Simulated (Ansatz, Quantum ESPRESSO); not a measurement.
# How Ag2IBr (model structure) absorbs and reflects light, part 4 of 4

Aim: the dielectric function of Ag2IBr (model structure), and the optical constants that follow from it. The cell was made here by substitution or stacking, whether or not such a phase is known. It was built so: 1 of the 2 Br atoms of the cell replaced by I in the P2_1/m structure of AgBr. The cell is first relaxed with Ansatz.

Quantum ESPRESSO 7.5; DFT, PBE, plane waves with norm-conserving potentials (PseudoDojo), scalar-relativistic, independent-particle optical response without local fields and without the non-local commutator.

So far. Step 3 (Ground state): There is a gap, 0.74 eV on this mesh (points off the mesh can give less), so no carriers' term is needed.

## 6. Dielectric function

With the density converged, the vertical transitions are summed over the zone.

This step: DFT, PBE, plane waves with norm-conserving potentials (PseudoDojo), scalar-relativistic, independent-particle optical response without local fields and without the non-local commutator (Quantum ESPRESSO 7.5).

Contents of epsilon.in:

```
&inputpp
  prefix = 'x'
  outdir = './tmp'
  calculation = 'eps'
/
&energy_grid
  smeartype = 'gauss'
  intersmear = 0.2
  wmin = 0.0
  wmax = 22
  nw = 500
/
```

Command:

```
> mpirun -n 4 epsilon.x -nk 4 -in epsilon.in
```

The program printed:

```text
[banner, memory and clock lines left out]

     Broadcasting variables...

     IMPORTANT: XC functional enforced from input :
     Exchange-correlation= PBE
                           (   1   4   3   4   0   0   0)
     Any further DFT definition will be discarded

     G-vector sticks info

     Fermi energy [eV] is:  7.55913
     The system is a dielectric...
     metallic system: redefining wmin =     0.000000

     Performing eps calculation...

     xx,yy,zz plasmon frequences [eV] are:    15.913604909   15.913835208   15.931446291
```

It took 3.8 s on 4 MPI ranks of Arm Neoverse V2, shared host; peak memory 0.07 GiB.

Numbers from this step:

- electronic dielectric constant ε∞, mean over x, y and z (by symmetry where fewer were run): 6.552
- main peak of Im epsilon, first axis: 4.231 eV

The Im ε has structure finer than the step of the table below, so its rows give means over 1 eV, whole bins alone (the curve runs from 0 to 22 eV). Peaks (eV: height): E ∥ x or y 4.2: 14.9; E ∥ z 3.9: 14.6, 6.3: 5.14, 7.4: 5.88.

Values under the direct gap are tails of Lorentzian lines. Table of Im ε by photon energy; means over each step:

```csv
photon energy (eV),E ∥ x or y,E ∥ z
1,0.0628,0.0623
2,0.422,0.372
3,2.82,2.77
4,11.6,11.8
5,5.46,6.23
6,4.62,4.40
7,4.01,4.00
8,4.21,4.44
9,3.62,3.75
10,3.15,3.03
11,2.02,1.95
12,1.21,1.18
13,0.979,0.955
14,0.953,0.914
15,0.974,0.982
16,0.919,0.879
17,0.905,0.872
18,0.837,0.764
19,0.621,0.632
20,0.536,0.564
21,0.516,0.501
```

The Re ε by photon energy:

```csv
photon energy (eV),E ∥ x or y,E ∥ z
0,6.52,6.61
1,6.80,6.89
2,8.04,8.08
3,10.6,10.8
4,6.66,5.25
5,1.19,0.106
6,0.858,0.886
7,1.14,2.25
8,0.847,0.860
9,-0.0722,-0.654
10,-0.554,-0.939
11,-1.15,-0.845
12,-0.582,-0.761
13,-0.0756,0.0769
14,0.239,0.136
15,0.178,0.216
16,0.327,0.240
17,0.161,0.188
18,0.254,0.269
19,0.244,0.280
20,0.315,0.267
21,0.321,0.333
22,0.451,0.463
```

The loss function −Im 1/ε at q → 0 has structure finer than the step of the table below, so its rows give means over 0.5 eV, whole bins alone (the curve runs from 0 to 22 eV). Peaks (eV: height): E ∥ x or y 13.54: 1.13, 19.31: 1.61, 21.03: 1.42; E ∥ z 12.92: 1.21, 14.15: 1.15, 15.56: 1.17, 19.31: 1.55, 20.06: 1.48.

Values under the direct gap are tails of Lorentzian lines. Loss function −Im 1/ε at q → 0 against energy loss; means over each step:

```csv
energy loss (eV),E ∥ x or y,E ∥ z
0.5,6.1e-4,6.0e-4
1.0,0.00130,0.00126
1.5,0.00220,0.00209
2.0,0.00514,0.00390
2.5,0.0115,0.00979
3.0,0.0211,0.0232
3.5,0.0329,0.0288
4.0,0.0618,0.0607
4.5,0.118,0.0957
5.0,0.187,0.173
5.5,0.192,0.209
6.0,0.199,0.231
6.5,0.240,0.258
7.0,0.227,0.194
7.5,0.221,0.191
8.0,0.227,0.230
8.5,0.242,0.214
9.0,0.295,0.279
9.5,0.284,0.287
10.0,0.293,0.299
10.5,0.332,0.348
11.0,0.378,0.407
11.5,0.515,0.500
12.0,0.701,0.625
12.5,0.905,0.971
13.0,1.02,1.08
13.5,1.07,1.02
14.0,1.02,1.08
14.5,0.921,0.975
15.0,0.978,0.949
15.5,1.03,1.09
16.0,0.971,1.02
16.5,0.947,0.945
17.0,1.04,1.13
17.5,1.08,1.13
18.0,1.09,1.20
18.5,1.35,1.31
19.0,1.41,1.37
19.5,1.49,1.38
20.0,1.36,1.37
20.5,1.24,1.31
21.0,1.34,1.36
21.5,1.27,1.28
```

The refractive index n and extinction k by photon energy:

```csv
photon energy (eV),"n, E ∥ x or y","k, E ∥ x or y","n, E ∥ z","k, E ∥ z"
0,2.55,0,2.57,0
2,2.84,0.0478,2.84,0.0410
4,3.19,1.88,3.16,2.18
6,1.75,1.49,1.45,1.10
8,1.55,1.24,1.62,1.33
10,1.22,1.43,1.04,1.42
12,0.572,0.953,0.576,1.05
14,0.776,0.602,0.728,0.628
16,0.806,0.568,0.752,0.570
18,0.758,0.565,0.743,0.532
20,0.684,0.392,0.663,0.415
22,0.734,0.297,0.735,0.279
```

The reflectivity at normal incidence has structure finer than the step of the table below, so its rows give means over 0.5 eV, whole bins alone (the curve runs from 0 to 22 eV). Peaks (eV: height): E ∥ x or y 4.32: 48.1, 6.00: 28.4, 8.77: 30.4, 11.20: 38.7; E ∥ z 4.54: 46.9, 5.25: 35.1, 5.86: 29.9, 6.39: 28.2, 7.41: 29.7, 8.73: 34.4, 10.80: 36.8.

Reflectivity at normal incidence against photon energy; means over each step:

```csv
photon energy (eV),E ∥ x or y (%),E ∥ z (%)
0.5,19.3,19.5
1.0,19.9,20.1
1.5,21.0,21.2
2.0,23.0,23.1
2.5,25.2,25.8
3.0,29.6,29.5
3.5,36.0,35.7
4.0,40.7,41.8
4.5,42.3,43.7
5.0,28.7,33.6
5.5,25.4,27.1
6.0,26.4,23.6
6.5,22.6,23.8
7.0,21.8,18.7
7.5,23.4,27.8
8.0,25.4,25.6
8.5,27.4,30.0
9.0,26.7,30.7
9.5,27.7,28.6
10.0,30.3,32.9
10.5,33.9,34.3
11.0,36.5,34.7
11.5,33.9,34.8
12.0,31.7,34.5
12.5,24.8,27.1
13.0,19.1,17.3
13.5,15.8,16.9
14.0,12.3,14.1
14.5,12.4,11.5
15.0,12.7,12.8
15.5,11.4,12.5
16.0,10.0,10.4
16.5,10.7,11.0
17.0,12.4,12.8
17.5,10.7,11.3
18.0,11.8,11.1
18.5,13.5,11.4
19.0,11.4,10.7
19.5,9.91,8.93
20.0,8.01,8.85
20.5,7.30,7.87
21.0,7.66,7.53
21.5,6.56,6.66
```

From ε follow the optical constants at some laser and lamp lines:

```csv
wavelength (nm),n xy,k xy,R (%) xy,1/α xy,n z,k z,R (%) z,1/α z
800,2.70,0.022,21.1,2.8 µm,2.71,0.022,21.3,2.9 µm
633,2.82,0.043,22.7,1.2 µm,2.83,0.038,22.8,1.3 µm
532,2.92,0.142,24.0,298 nm,2.99,0.147,25.0,288 nm
450,3.18,0.198,27.4,181 nm,3.27,0.223,28.5,161 nm
365,3.56,0.639,32.8,45 nm,3.61,0.629,33.3,46 nm
308,3.18,1.909,39.8,13 nm,3.07,2.156,42.1,11 nm
193,1.55,1.215,22.3,13 nm,1.55,1.455,28.1,11 nm
```

Below the direct gap, k and the depth come from the tails of the Lorentzian lines, not from transitions.

Rows near the edge hang on the gap, which this functional as a rule makes too small, and phonon-assisted absorption is left out.

## 7. Results

```
electronic dielectric constant ε∞, mean over x, y and z (by symmetry where fewer were run) (independent particles) : 6.55
main peak of Im epsilon, first axis                                                                                : 4.23 eV
```

In words: At this level (PBE, independent particles) Ag2IBr has a mean ε∞ = 6.55 and n = 2.59 at 1550 nm (E ∥ x), and Im ε peaks at 4.2 eV (E ∥ x). The cell shrank by 1.1 % in volume. Distinct maxima of Im ε, read by a parabola through the highest points, lie at 3.72 eV (12), 4.23 eV (15), 5.96 eV (5.3) and 8.15 eV (4.6) for E ∥ x or y. The static values by axis are 6.52 (xy), 6.61 (z). Excitons and phonon-assisted transitions are missing, and so are local fields; PBE gaps are as a rule too small, which pulls the onset down and ε∞ up. Spin-orbit coupling is left out although heavy atoms are present. epsilon.x leaves out the commutator of the non-local potential, so its intensities are off, as a rule too high. The sum runs over mesh points, so small or evenly spaced maxima can still be ripples of the mesh.

[Machine, clock, banner and «Message from routine» lines are left out of the logs.]

[Logs are printed without paths, hosts, clocks, repeated set-up lines and the standing remarks that a program may print on its own settings, such as how far it seeks lower states.]

[Hosts, paths, dates, database ids (printed as entryN), source tags and the programs' standing remarks are cut or masked in the printed files.]
